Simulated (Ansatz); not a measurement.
# Sensitivity of the G0W0 gap of Ba2ClF3 (P-3m1)

A base run on Ba2ClF3 (P-3m1), then changed inputs.

Calculated with Ansatz 0.2.0; G0W0 on LDA, plane waves, PAW.

**1. Starting point**

The structure is trigonal, space group P-3m1 (No. 164). Conventional cell: a = 4.498 Å, b = 4.498 Å, c = 7.501 Å, α = 90.00°, β = 90.00°, γ = 120.00°. Ba has 7 F at 2.61 to 3.00 Å and 3 Cl at 3.43 Å nearest. Nearest to Cl lie 6 Ba at 3.43 Å. Nearest to F lie 6 F at 2.87 Å and 6 Ba at 3.00 Å. Nearest to F lie 4 Ba at 2.61 to 2.74 Å. Farther neighbours and most contacts between anions are not listed.

The cell and positions are those that the Materials Project relaxed with its own functionals (PBE, PBE+U or r2SCAN), kept fixed. Spin-orbit coupling is left out unless a step names it. The default PAW set here is soft_2. Its files were made with PBE.

**2. The base run: 3×3×2 mesh, 159 empty bands, screening to 66 eV**

G0W0 replaces the xc potential by the self-energy, built once from these orbitals. Only a window of levels is corrected, while the sums run over the empty bands that the input names.

File input.yaml:

```yaml
crystal:
  lattice:
    - [4.4976579259, 0.0, 0.0]
    - [-2.248828963, 3.8950860214, 0.0]
    - [0.0, 0.0, 7.500756]
  atoms:
    - { symbol: Ba, position: [0.66666667, 0.33333333, 0.201239] }
    - { symbol: Ba, position: [0.33333333, 0.66666667, 0.798761] }
    - { symbol: Cl, position: [0.0, 0.0, 0.5] }
    - { symbol: F, position: [0.0, 0.0, 0.0] }
    - { symbol: F, position: [0.66666667, 0.33333333, 0.835733] }
    - { symbol: F, position: [0.33333333, 0.66666667, 0.164267] }
kpoints:
  mp_grid: { grid: [3, 3, 2] }
hamiltonian:
  xc: lda
scf:
  occupations: { method: fixed }
gw:
  n_empty_bands: 159
  ecut_chi: 66
  qp_bands: [v2, c2]
  qp_kpoints: band_edges
  screening: { model: contour_deformation }
```

Run with:

```sh
$ ansatz run input.yaml --threads 8 --pin off --max-ram 18432MiB --backend cpu --events-out ev --progress --plain --runs-dir out
```

Numbers of over 12 decimals in the logs are rounded to 6 here.

What it wrote:

```text
Engine: ansatz 0.2.0, aarch64-unknown-linux-gnu
Pseudopotentials: kind: paw
Pseudopotential: Ba, paw, valence charge 10, recommended cutoff 420 eV (normal), Ba.paw.azcp
Pseudopotential: Cl, paw, valence charge 7, recommended cutoff 420 eV (normal), Cl.paw.azcp
Pseudopotential: F, paw, valence charge 7, recommended cutoff 420 eV (normal), F.paw.azcp
Functional definition: SPW92
  exchange = slater_x
  correlation = pw_c
Crystal: 6 atoms, lattice volume = 131.404 Å³
Basis set: ecut = 420 eV, 2575 PW (Γ)
Bands: 30, of which v1, the nominal top of the filled ones, is band 24 counted from 1 (23 counted from 0)
Symmetry: 12 space group operations
Space group: P-3m1 (ITA 164), of the structure as read, at distance tolerance 5.1e-5 Å
k-points: 6 of 18
Non-local potential: Ba, projectors of the file, l = 0: 3, l = 1: 2, l = 2: 2, l = 3: 2
Non-local potential: Cl, projectors of the file, l = 0: 2, l = 1: 2, l = 2: 2
Non-local potential: F, projectors of the file, l = 0: 2, l = 1: 2, l = 2: 1
PAW form: soft (Blöchl's): semilocal exchange-correlation on the pseudo side does not see the compensation charge
PAW frozen core: Ba, regenerated for the run's functional, and the local potential with it (the file was generated under x = pbe(κ = 0.804, μ = 0.219515), c = pbe(β = 0.066725))
PAW frozen core: Cl, regenerated for the run's functional, and the local potential with it (the file was generated under x = pbe(κ = 0.804, μ = 0.219515), c = pbe(β = 0.066725))
PAW frozen core: F, regenerated for the run's functional, and the local potential with it (the file was generated under x = pbe(κ = 0.804, μ = 0.219515), c = pbe(β = 0.066725))
PAW one-centre angular grid: Ba, 194 points (default); XC on 64 Gauss nodes
PAW one-centre angular grid: Cl, 110 points (default); XC on 64 Gauss nodes
PAW one-centre angular grid: F, 110 points (default); XC on 64 Gauss nodes
Initial density: superposition of atomic densities (neutral atoms: chi_scale 0, normalization atom), corrected by the library's trained network
Initial wavefunctions: pseudopotential atomic-orbital guess
Functional: x = slater, c = lda
SCF iter   1: F=—  HF=-14997.466183 eV  |F-HF|=—  |Δ(HF+E_count)|=         —  Δρ=1.35e-2  dr2=1.83e-1  ethr=1.77e-3  ⟨swp⟩=4.8  Hψ=775  notcnv=0  defer=17
preconditioner: auto → Resta (q_TF=auto, 2.307 Å⁻¹)  ε∞=3.5  [insulator: Δε(μ)=5.241 eV  Ē_g=13.720 eV  n_scr=22 (ndim 8)  ℏωp=21.5 eV  f_vac=0.049  ε∞_Penn≈3.5]
SCF iter   2: F=—  HF=-14997.417016 eV  |F-HF|=—  |Δ(HF+E_count)|=   4.92e-2  Δρ=4.57e-3  dr2=1.31e-2  ethr=3.82e-4  ⟨swp⟩=2.5  Hψ=380  notcnv=0  defer=23
SCF iter   3: F=—  HF=-14997.413872 eV  |F-HF|=—  |Δ(HF+E_count)|=   3.14e-3  Δρ=1.72e-3  dr2=3.11e-3  ethr=2.73e-5  ⟨swp⟩=2.2  Hψ=304  notcnv=0  defer=24
[...]
SCF 1 converged in 8 iterations: F = -14997.413089 eV  dr2 = 7.77e-9
[...]
NSCF: frozen V_eff on 6 k-points
G₀W₀ screening: q 1/6
[... further progress lines ...]
NSCF: frozen V_eff on 1 k-points
NSCF: frozen V_eff on 1 k-points
SCF converged after 8 iterations
Free energy (F): -14997.413089 eV
Harris-Foulkes:  -14997.413089 eV  (|F-HF|=4.47e-9)
Internal energy: -14997.413089 eV  (E = F + TS)
E sigma→0 (E₀):  -14997.413089 eV
Fermi energy:    3.565812 eV
--- Per-component energies (eV) ---
  E_band       = -200.888123
  E_kinetic    = 1111.526995
  E_local      = -3046.054684  (includes V_loc(G=0)·N_el)
  E_nonlocal   = 376.412667
  E_hartree    = 1165.218387
  E_xc         = -674.994936
  E_vxc        = -697.738735  (∫ρ·V_xc dr)
  E_paw        = -11302.139099  (= ΣΔE_a)
  E_vpaw       = -275.472602  (= ΣTr[D̂ρ^β])
  E_aug_tail   = 0.006161  (compensation charges beyond the density's cutoff)
  E_ewald      = -2628.483858
  E_core_change = 1.095278  (= ΣΔE_core)
  E_smearing   = -0.000000  (= −TS)
  E_closure    = 0.000000  (closes the sum)
  Σ components = -14997.413089   (vs F -14997.413089, Δ=0.00e0)
--- Band table (eV; the first three rows and the last of 6) ---
  k-point 0: bands = [... 20 lower, 3.1370, 3.5400, 3.5400, 3.5658, 8.9769, 10.4583, 10.6378, 10.6378, ... 2 higher]
  k-point 1: bands = [... 20 lower, 3.2763, 3.2763, 3.4484, 3.4484, 9.7145, 11.0330, 11.3660, 11.4279, ... 2 higher]
  k-point 2: bands = [... 20 lower, 3.0390, 3.1531, 3.3471, 3.3959, 10.0422, 10.6590, 11.0887, 11.2360, ... 2 higher]
  k-point 5: bands = [... 20 lower, 3.1514, 3.1514, 3.2212, 3.2212, 10.8189, 11.2373, 11.2643, 11.2643, ... 2 higher]
--- G₀W₀: contour deformation, 5 samples at zero and on the imaginary axis and 1 off it, 18 q-points, 159 empty bands' worth ---
  eigenvalues of the whole cell's RPA ε∞ on this k-mesh (on a slab, of 1 + 4πα/V) = 2.6289, 2.6966, 2.6966; static W/v taken at q = 0 is 0.373370
  gw.qp_kpoints: band_edges: 6 of 6 stored k-points solved, in 1 pass; an edge of the gap read off the rows below is read off those points alone
    ik  band        ε_KS         Σx   Σc(E_QP)       V_xc       Z   E_QP_lin       E_QP  E_QP is
     0    23      3.5400   -24.7210     4.0275   -19.3303  0.7862     2.1541     2.1769  root
     0    24      3.5658   -25.0390     4.1395   -19.5281  0.7839     2.1710     2.1945  root
     0    25      8.9769    -4.9610    -3.3986    -9.6357  0.8605    10.2651    10.2530  root
     0    26     10.4583    -5.9596    -3.6301   -11.2156  0.8555    12.1052    12.0842  root
     1    23      3.4484   -21.1424     3.0995   -16.7097  0.7950     2.0944     2.1152  root
     1    24      3.4484   -21.1424     3.0995   -16.7097  0.7950     2.0944     2.1152  root
     1    25      9.7145    -5.1872    -3.3019    -9.7715  0.8551    11.0102    10.9970  root
     1    26     11.0330    -7.8910    -3.5197   -13.1430  0.8461    12.7905    12.7654  root
[...]
5    23      3.2212   -30.5267     5.8785   -23.1376  0.7637     1.6771     1.7107  root
     5    24      3.2212   -30.5267     5.8785   -23.1376  0.7637     1.6771     1.7107  root
     5    25     10.8189    -7.1168    -3.7582   -12.7129  0.8492    12.6861    12.6567  root
     5    26     11.2373    -6.7936    -3.7101   -12.2358  0.8463    12.9962    12.9693  root
```

It took 14 s on 8 threads of Arm Neoverse N1, shared host; peak memory 0.83 GiB; 59 s of CPU time.

The column dr2 measures how far the density is from self-consistency, as an energy; F and HF (Harris–Foulkes) agree once it is small.

Numbers from this step:

```
bands summed                                 : 183
RPA ε∞ on this mesh (eigenvalues)            : 2.629, 2.697, 2.697
plane waves in the screening matrix          : 147
q-points in the mesh                         : 18
G0W0 gap on the mesh                         : 8.059 eV
k of the valence top                         : 0, 0, 0
k of the conduction bottom                   : 0, 0, 0
starting gap on the mesh                     : 5.411 eV
Z at the valence top                         : 0.7839
Z at the conduction bottom                   : 0.8605
least direct G0W0 gap on the computed points : 8.059 eV
```

The gap on the mesh goes from 5.41 eV to 8.06 eV, a correction of +2.65 eV. Between the two edge states, bare exchange in place of the xc potential would open the gap by 10.19 eV, and correlation takes back 7.54 eV.

**3. Variant: static remainder**

This step: G0W0 on LDA, plane waves, norm-conserving pseudopotentials.

input.yaml, as its differences from that of step 2:

```diff
@@ -16,2 +16,3 @@
   xc: lda
+  pseudopotentials: { kind: nc }
 scf:
@@ -19,4 +20,4 @@
 gw:
-  n_empty_bands: 159
-  ecut_chi: 66
+  n_empty_bands: 138
+  ecut_chi: 100
   qp_bands: [v2, c2]
@@ -24 +25,2 @@
   screening: { model: contour_deformation }
+  static_remainder: true
```

What it wrote:

```text
Warning: gw takes pair_densities: pseudo, which can misplace gaps by tens of per cent, since gw.static_remainder lacks the terms of the atoms
[...]
Crystal: 6 atoms, lattice volume = 131.404 Å³
Basis set: ecut = 1142.878222 eV, 11549 PW (Γ)
Bands: 30, of which v1, the nominal top of the filled ones, is band 24 counted from 1 (23 counted from 0)
Symmetry: 12 space group operations
[...]
k-points: 6 of 18
[...]
SCF iter   1: F=—  HF=-4002.928003 eV  |F-HF|=—  |Δ(HF+E_count)|=         —  Δρ=1.66e-1  dr2=3.47e1  ethr=3.10e-3  ⟨swp⟩=9.2  Hψ=970  notcnv=0  defer=23
[...]
SCF iter   9: F=-3994.975955 eV  HF=-3994.975955 eV  |F-HF|=1.72e-8  |Δ(HF+E_count)|=   3.49e-7  Δρ=7.89e-6  dr2=6.97e-8  ethr=2.08e-10  ⟨swp⟩=20.2  Hψ=1641  notcnv=0
SCF 1 converged in 9 iterations: F = -3994.975955 eV  dr2 = 6.97e-8
NSCF: frozen V_eff on 6 k-points
G₀W₀ screening: q 1/6
[... further progress lines ...]
[...]
SCF converged after 9 iterations
Free energy (F): -3994.975955 eV
[...]
Internal energy: -3994.975955 eV  (E = F + TS)
E sigma→0 (E₀):  -3994.975955 eV
Fermi energy:    3.616058 eV
[...]
--- Band table (eV; the first three rows and the last of 6) ---
  k-point 0: bands = [... 20 lower, 3.1860, 3.5894, 3.5894, 3.6161, 9.0324, 10.5157, 10.6974, 10.6974, ... 2 higher]
  k-point 1: bands = [... 20 lower, 3.3202, 3.3202, 3.5019, 3.5019, 9.7693, 11.0874, 11.4201, 11.4890, ... 2 higher]
  k-point 2: bands = [... 20 lower, 3.0872, 3.2009, 3.3983, 3.4467, 10.0993, 10.7152, 11.1461, 11.2950, ... 2 higher]
  k-point 5: bands = [... 20 lower, 3.2039, 3.2039, 3.2664, 3.2664, 10.8772, 11.2942, 11.3199, 11.3199, ... 2 higher]
[...]
static-remainder magnitude (band-truncation diagnostic): 0.7566 eV
  bands read: the sum over 162 bands ends inside a degenerate multiplet in 2 slots, whose members it reads at an even weight; the widest, k=0: bands 162 to 163 (counted from 1) at 1/2 each
[...]
0    23      3.5894   -22.7050     3.7577   -16.9924  0.7826     1.5851     1.6346  root
     0    24      3.6161   -23.2024     3.9117   -17.3457  0.7801     1.6215     1.6712  root
     0    25      9.0324    -3.7246    -3.5360    -8.2574  0.8596    10.0364    10.0292  root
     0    26     10.5157    -4.6705    -3.8317    -9.7211  0.8534    11.7460    11.7346  root
     1    23      3.5019   -19.1099     2.8590   -14.3065  0.7904     1.5103     1.5575  root
     1    24      3.5019   -19.1099     2.8590   -14.3065  0.7904     1.5103     1.5575  root
     1    25      9.7693    -4.0012    -3.4680    -8.4426  0.8538    10.7500    10.7427  root
     1    26     11.0874    -6.3646    -3.7716   -11.3725  0.8432    12.3358    12.3237  root
[...]
5    23      3.2664   -29.2321     5.6907   -21.5599  0.7618     1.2251     1.2849  root
     5    24      3.2664   -29.2321     5.6907   -21.5599  0.7618     1.2251     1.2849  root
     5    25     10.8772    -5.6263    -4.0411   -10.9305  0.8448    12.1535    12.1403  root
     5    26     11.2942    -5.1891    -3.9898   -10.3740  0.8426    12.5015    12.4894  root
```

It took 28 s on 8 threads; peak memory 1.7 GiB; 3 min of CPU time.

Against the base:

```csv
setting,base,variant
files,default PAW,norm-conserving
empty bands,159,138
screening cutoff (eV),66,100
static remainder,-,true
```

```csv
quantity,variant,base
starting gap on the mesh,5.416,5.411
G0W0 gap on the mesh,8.358,8.059
least direct G0W0 gap on the computed points,8.358,8.059
Z at the valence top,0.780,0.784
Z at the conduction bottom,0.860,0.860
```

**4. Outcome**

```
base             : 8.06 eV, 14 s
static remainder : 8.36 eV, 28 s
```

What this shows: Static remainder: the gap moves by +0.30 eV and the time by a factor of 2.1 (the plane-wave cutoff goes from 420 to 1142.88 eV); such settings are too crude to quote. The variant differs from the base in files, empty bands, screening cutoff and static remainder together, so the change can't be laid to one of them. This option needs pseudo pair densities, which the log warns can misplace gaps. All runs here use a coarse mesh and modest cutoffs; they test settings and are not final values. The 3×3×2 mesh is coarse for this cell (its supercell is 13 Å along the shortest edge). The RPA ε∞ on it, from the LDA start, is 2.63 and 2.70; such meshes misread the long-range screening, most where the gap is narrow. The many-body steps are scalar-relativistic: spin-orbit coupling is not in them.

[Paths, hosts, dates, memory and timing lines, banners, echoed tables and standing remarks are left out of the program output.]

[Logs are printed without paths, hosts, clocks, repeated set-up lines and the standing remarks that a program may print on its own settings, such as how far it seeks lower states.]

[Runs of the session that timed out or met a known fault of the program may be left out.]

[Cells called generated may have been cut or substituted from an entry of the Crystallography Open Database or the Materials Project.]

[Hosts, paths, dates, database ids (printed as entryN), source tags and the programs' standing remarks are cut or masked in the printed files.]
